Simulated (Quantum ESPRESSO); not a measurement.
# Magnetic state of MnCuAs from several starts

Does MnCuAs prefer parallel or opposed moments?

Main program and level: Quantum ESPRESSO 7.5; LDA; plane waves with GBRV 1.5 LDA potentials, no spin-orbit coupling.

## (1) The structure

It takes space group Pnma (No. 62, orthorhombic). Conventional cell: a = 6.619 Å, b = 3.858 Å, c = 7.305 Å, α = 90.00°, β = 90.00°, γ = 90.00°. Mn has 5 As at 2.61 to 2.78 Å and 3 Cu at 2.80 to 2.87 Å nearest. Nearest to Cu lie 4 As at 2.46 to 2.52 Å and 2 Cu at 2.66 Å and 3 Mn at 2.80 to 2.87 Å. Nearest to As lie 4 Cu at 2.46 to 2.52 Å and 5 Mn at 2.61 to 2.78 Å. Farther neighbours are not listed.

As a file:

```cif
data_structure
_symmetry_space_group_name_H-M 'Pnma'
_symmetry_Int_Tables_number 62
_cell_length_a 6.6195
_cell_length_b 3.8580
_cell_length_c 7.3049
_cell_angle_alpha 90.000
_cell_angle_beta 90.000
_cell_angle_gamma 90.000
_cell_volume 186.55
loop_
_atom_site_label
_atom_site_type_symbol
_atom_site_symmetry_multiplicity
_atom_site_Wyckoff_symbol
_atom_site_fract_x
_atom_site_fract_y
_atom_site_fract_z
_atom_site_occupancy
Mn1 Mn 4 c 0.95839 0.75000 0.18632 1
Cu1 Cu 4 c 0.88016 0.75000 0.56238 1
As1 As 4 c 0.25568 0.75000 0.62055 1
```

The cell comes from Materials Project 2023-11-01, a database of computed structures, and need not be the stable phase.

## (2) Start 1: ferro ++++

The signs are those of the starting moments on the seeded atoms, the atoms that are given a moment.

Contents of pw.in:

```
&CONTROL
  calculation = 'scf'
  prefix = 'pwscf'
  outdir = './tmp'
  pseudo_dir = './pseudo'
  disk_io = 'nowf'
/
&SYSTEM
  ibrav = 0
  nat = 12
  ntyp = 3
  ecutwfc = 40
  ecutrho = 280
  nbnd = 103
  occupations = 'smearing'
  smearing = 'fd'
  degauss = 0.00734986
  nspin = 2
  starting_magnetization(1) = 0.2333
  starting_magnetization(2) = 0
  starting_magnetization(3) = 0
/
&ELECTRONS
  conv_thr = 2.4d-08
  electron_maxstep = 150
  mixing_beta = 0.3
/
ATOMIC_SPECIES
Mn     54.9380 mn_lda_v1.5.uspp.F.UPF
Cu     63.5460 cu_lda_v1.2.uspp.F.UPF
As     74.9216 as_lda_v1.uspp.F.UPF
CELL_PARAMETERS angstrom
   6.6194588903    0.0000000000    0.0000000000
   0.0000000000    3.8580033600    0.0000000000
   0.0000000000    0.0000000000    7.3049354103
ATOMIC_POSITIONS crystal
Mn      0.9583900700    0.7500000000    0.1863232200
Mn      0.0416099300    0.2500000000    0.8136767800
Mn      0.4583900700    0.7500000000    0.3136767800
Mn      0.5416099300    0.2500000000    0.6863232200
Cu      0.8801615100    0.7500000000    0.5623762400
Cu      0.1198384900    0.2500000000    0.4376237600
Cu      0.3801615100    0.7500000000    0.9376237600
Cu      0.6198384900    0.2500000000    0.0623762400
As      0.2556784500    0.7500000000    0.6205452400
As      0.7443215400    0.2500000000    0.3794547600
As      0.7556784600    0.7500000000    0.8794547600
As      0.2443215500    0.2500000000    0.1205452400
K_POINTS automatic
4 8 4 0 0 0
```

Launch:

```console
> OMP_NUM_THREADS=1 mpirun -n 4 pw.x -nk 4 -in pw.in > pw.out
```

The program printed:

```text
Program PWSCF v.7.5 starts

     Message from routine setup:
     using ibrav=0 with symmetry is DISCOURAGED, use correct ibrav instead

     K-points division:     npool     =       4
     Subspace diagonalization in iterative solution of the eigenvalue problem:

     G-vector sticks info
     --------------------
     sticks:   dense  smooth     PW     G-vecs:    dense   smooth      PW
     Sum        2041    1159    337                99637    43097    6835

     Using Slab Decomposition

     bravais-lattice index     =            0
     lattice parameter (alat)  =      12.5090  a.u.
     unit-cell volume          =    1258.9198 (a.u.)^3
     number of atoms/cell      =           12
     number of atomic types    =            3
     number of electrons       =       156.00
     number of Kohn-Sham states=          103
     kinetic-energy cutoff     =      40.0000  Ry
     charge density cutoff     =     280.0000  Ry
     scf convergence threshold =      2.4E-08
     mixing beta               =       0.3000
     number of iterations used =            8  plain     mixing
     Exchange-correlation= SLA  PZ   NOGX NOGC
                           (   1   1   0   0   0   0   0)

     celldm(1)=  12.508964  celldm(2)=   0.000000  celldm(3)=   0.000000
     celldm(4)=   0.000000  celldm(5)=   0.000000  celldm(6)=   0.000000

     crystal axes: (cart. coord. in units of alat)
               a(1) = (   1.000000   0.000000   0.000000 )
               a(2) = (   0.000000   0.582828   0.000000 )
               a(3) = (   0.000000   0.000000   1.103555 )

     reciprocal axes: (cart. coord. in units 2 pi/alat)
               b(1) = (  1.000000  0.000000  0.000000 )
               b(2) = (  0.000000  1.715773  0.000000 )
               b(3) = (  0.000000  0.000000  0.906163 )

     PseudoPot. # 1 for Mn read from file:
     mn_lda_v1.5.uspp.F.UPF
     Pseudo is Ultrasoft + core correction, Zval = 15.0
     Generated by new atomic code, or converted to UPF format
     Using radial grid of  859 points,  6 beta functions with:
                l(1) =   0
                l(2) =   0
                l(3) =   1
                l(4) =   1
                l(5) =   2
                l(6) =   2
     Q(r) pseudized with  8 coefficients,  rinner =    0.950   0.950   0.950
                                                       0.950   0.950

     PseudoPot. # 2 for Cu read from file:
     cu_lda_v1.2.uspp.F.UPF
     Pseudo is Ultrasoft + core correction, Zval = 19.0
     Generated by new atomic code, or converted to UPF format
     Using radial grid of  867 points,  6 beta functions with:
                l(1) =   0
                l(2) =   0
                l(3) =   1
                l(4) =   1
                l(5) =   2
                l(6) =   2
     Q(r) pseudized with  8 coefficients,  rinner =    1.150   1.150   1.150
                                                       1.150   1.150

     PseudoPot. # 3 for As read from file:
     as_lda_v1.uspp.F.UPF
     Pseudo is Ultrasoft + core correction, Zval =  5.0
     Generated by new atomic code, or converted to UPF format
     Using radial grid of  875 points,  6 beta functions with:
                l(1) =   0
                l(2) =   0
                l(3) =   1
                l(4) =   1
                l(5) =   2
                l(6) =   2
     Q(r) pseudized with  8 coefficients,  rinner =    1.300   1.300   1.300
                                                       1.300   1.300

     atomic species   valence    mass     pseudopotential
     Mn               15.00    54.93800     Mn( 1.00)
     Cu               19.00    63.54600     Cu( 1.00)
     As                5.00    74.92160     As( 1.00)

     Starting magnetic structure
     atomic species   magnetization
     Mn              0.233
     Cu              0.000
     As              0.000

      8 Sym. Ops., with inversion, found ( 6 have fractional translation)

   Cartesian axes

     site n.     atom                  positions (alat units)
         1        Mn     tau(   1) = (   0.9583901   0.4371207   0.2056179  )
         2        Mn     tau(   2) = (   0.0416099   0.1457069   0.8979369  )
         3        Mn     tau(   3) = (   0.4583901   0.4371207   0.3461595  )
         4        Mn     tau(   4) = (   0.5416099   0.1457069   0.7573953  )
         5        Cu     tau(   5) = (   0.8801615   0.4371207   0.6206130  )
         6        Cu     tau(   6) = (   0.1198385   0.1457069   0.4829418  )
         7        Cu     tau(   7) = (   0.3801615   0.4371207   1.0347192  )
         8        Cu     tau(   8) = (   0.6198385   0.1457069   0.0688356  )
         9        As     tau(   9) = (   0.2556785   0.4371207   0.6848057  )
        10        As     tau(  10) = (   0.7443215   0.1457069   0.4187491  )
        11        As     tau(  11) = (   0.7556785   0.4371207   0.9705265  )
        12        As     tau(  12) = (   0.2443215   0.1457069   0.1330283  )

     number of k points=    45  Fermi-Dirac smearing, width (Ry)=  0.0073
                       cart. coord. in units 2pi/alat
        k(    1) = (   0.0000000   0.0000000   0.0000000), wk =   0.0078125
        k(    2) = (   0.0000000   0.0000000   0.2265406), wk =   0.0156250
        k(    3) = (   0.0000000   0.0000000  -0.4530813), wk =   0.0078125
        k(    4) = (   0.0000000   0.2144717   0.0000000), wk =   0.0156250
        k(    5) = (   0.0000000   0.2144717   0.2265406), wk =   0.0312500
        [... 40 further k-points ...]

     Dense  grid:    99637 G-vectors     FFT dimensions: (  72,  40,  80)

     Smooth grid:    43097 G-vectors     FFT dimensions: (  54,  30,  60)

     Check: negative core charge=   -0.000024
     Generating pointlists ...
     new r_m :   0.1628 (alat units)  2.0365 (a.u.) for type    1
     new r_m :   0.1532 (alat units)  1.9164 (a.u.) for type    2
     new r_m :   0.1532 (alat units)  1.9164 (a.u.) for type    3

     Initial potential from superposition of free atoms

     starting charge     149.9989, renormalised to     156.0000
     Starting wfcs are  120 randomized atomic wfcs

     Self-consistent Calculation

     iteration #  1     ecut=    40.00 Ry     beta= 0.30
     Davidson diagonalization with overlap
     ethr =  1.00E-02,  avg # of iterations =  3.0

     total energy              =   -2610.06976288 Ry
     estimated scf accuracy    <      24.64922033 Ry

     total magnetization       =     7.54 Bohr mag/cell
     absolute magnetization    =     8.18 Bohr mag/cell

     iteration #  2     ecut=    40.00 Ry     beta= 0.30
     Davidson diagonalization with overlap
     ethr =  1.00E-02,  avg # of iterations =  3.1

     total energy              =   -2609.13068238 Ry
     estimated scf accuracy    <      86.05405841 Ry

     total magnetization       =     1.05 Bohr mag/cell
     absolute magnetization    =     1.41 Bohr mag/cell

     iteration #  3     ecut=    40.00 Ry     beta= 0.30
     Davidson diagonalization with overlap
     ethr =  1.00E-02,  avg # of iterations =  2.0

     total energy              =   -2617.84077574 Ry
     estimated scf accuracy    <       4.55242983 Ry

     total magnetization       =    13.07 Bohr mag/cell
     absolute magnetization    =    13.55 Bohr mag/cell

     [... further iterations left out ...]

     iteration # 16     ecut=    40.00 Ry     beta= 0.30
     Davidson diagonalization with overlap
     ethr =  3.95E-10,  avg # of iterations =  3.8

     total energy              =   -2617.97767610 Ry
     estimated scf accuracy    <       0.00000049 Ry

     total magnetization       =    15.39 Bohr mag/cell
     absolute magnetization    =    15.75 Bohr mag/cell

     iteration # 17     ecut=    40.00 Ry     beta= 0.30
     Davidson diagonalization with overlap
     ethr =  3.13E-10,  avg # of iterations =  1.4

     total energy              =   -2617.97767609 Ry
     estimated scf accuracy    <       0.00000008 Ry

     total magnetization       =    15.39 Bohr mag/cell
     absolute magnetization    =    15.75 Bohr mag/cell

     iteration # 18     ecut=    40.00 Ry     beta= 0.30
     Davidson diagonalization with overlap
     ethr =  5.38E-11,  avg # of iterations =  4.1

     total energy              =   -2617.97767612 Ry
     estimated scf accuracy    <       0.00000016 Ry

     total magnetization       =    15.39 Bohr mag/cell
     absolute magnetization    =    15.75 Bohr mag/cell

     iteration # 19     ecut=    40.00 Ry     beta= 0.30
     Davidson diagonalization with overlap
     ethr =  5.38E-11,  avg # of iterations =  2.0

     Magnetic moment per site  (integrated on atomic sphere of radius R)
     atom   1 (R=0.163)  charge= 13.3234  magn=  3.5750
     atom   2 (R=0.163)  charge= 13.3234  magn=  3.5750
     atom   3 (R=0.163)  charge= 13.3234  magn=  3.5750
     atom   4 (R=0.163)  charge= 13.3234  magn=  3.5750
     atom   5 (R=0.153)  charge= 17.6069  magn=  0.0565
     atom   6 (R=0.153)  charge= 17.6069  magn=  0.0565
     atom   7 (R=0.153)  charge= 17.6069  magn=  0.0565
     atom   8 (R=0.153)  charge= 17.6069  magn=  0.0565
     atom   9 (R=0.153)  charge=  2.7248  magn= -0.0003
     atom  10 (R=0.153)  charge=  2.7248  magn= -0.0003
     atom  11 (R=0.153)  charge=  2.7248  magn= -0.0003
     atom  12 (R=0.153)  charge=  2.7248  magn= -0.0003

     End of self-consistent calculation

     [... lines left out ...]
     the Fermi energy is    12.3060 ev

!    total energy              =   -2617.97767612 Ry
     estimated scf accuracy    <       0.00000001 Ry
     smearing contrib. (-TS)   =      -0.02074583 Ry
     internal energy E=F+TS    =   -2617.95693029 Ry

     The total energy is F=E-TS. E is the sum of the following terms:
     one-electron contribution =   -1889.05173261 Ry
     hartree contribution      =    1012.94949378 Ry
     xc contribution           =    -382.79118252 Ry
     ewald contribution        =   -1359.06350894 Ry

     total magnetization       =    15.39 Bohr mag/cell
     absolute magnetization    =    15.75 Bohr mag/cell

     convergence has been achieved in  19 iterations

=------------------------------------------------------------------------------=
   JOB DONE.
=------------------------------------------------------------------------------=
```

Wall time 6.2 min (4 MPI ranks of Intel Xeon Platinum 8375C at 2.90GHz (Ice Lake), shared host); peak memory 1.6 GiB.

Spin moment in the atom's sphere by atom:

| atom | spin moment in the atom's sphere (μB) |
| --- | --- |
| Mn1 | 3.58 |
| Mn2 | 3.58 |
| Mn3 | 3.58 |
| Mn4 | 3.58 |
| Cu5 | 0.06 |
| Cu6 | 0.06 |
| Cu7 | 0.06 |
| Cu8 | 0.06 |
| As9 | 0.00 |
| As10 | 0.00 |
| As11 | 0.00 |
| As12 | 0.00 |

This step gave:

* smearing term TS: 0.2823 eV
* magnetization: 15.39 μB
* absolute magnetization: 15.75 μB
* final state: ferromagnetic

[end of part 1 of 3]

[Logs and program files are shortened in this print: banners, set-up blocks, solver, clock and traceback lines can be left out without a mark of their own.]

[Logs are printed without paths, hosts, clocks, repeated set-up lines and the standing remarks that a program may print on its own settings, such as how far it seeks lower states.]

[Hosts, paths, dates, database ids (printed as entryN), source tags and the programs' standing remarks are cut or masked in the printed files.]

[Where a cell is said to come from a database of computed structures, the database is the Materials Project.]
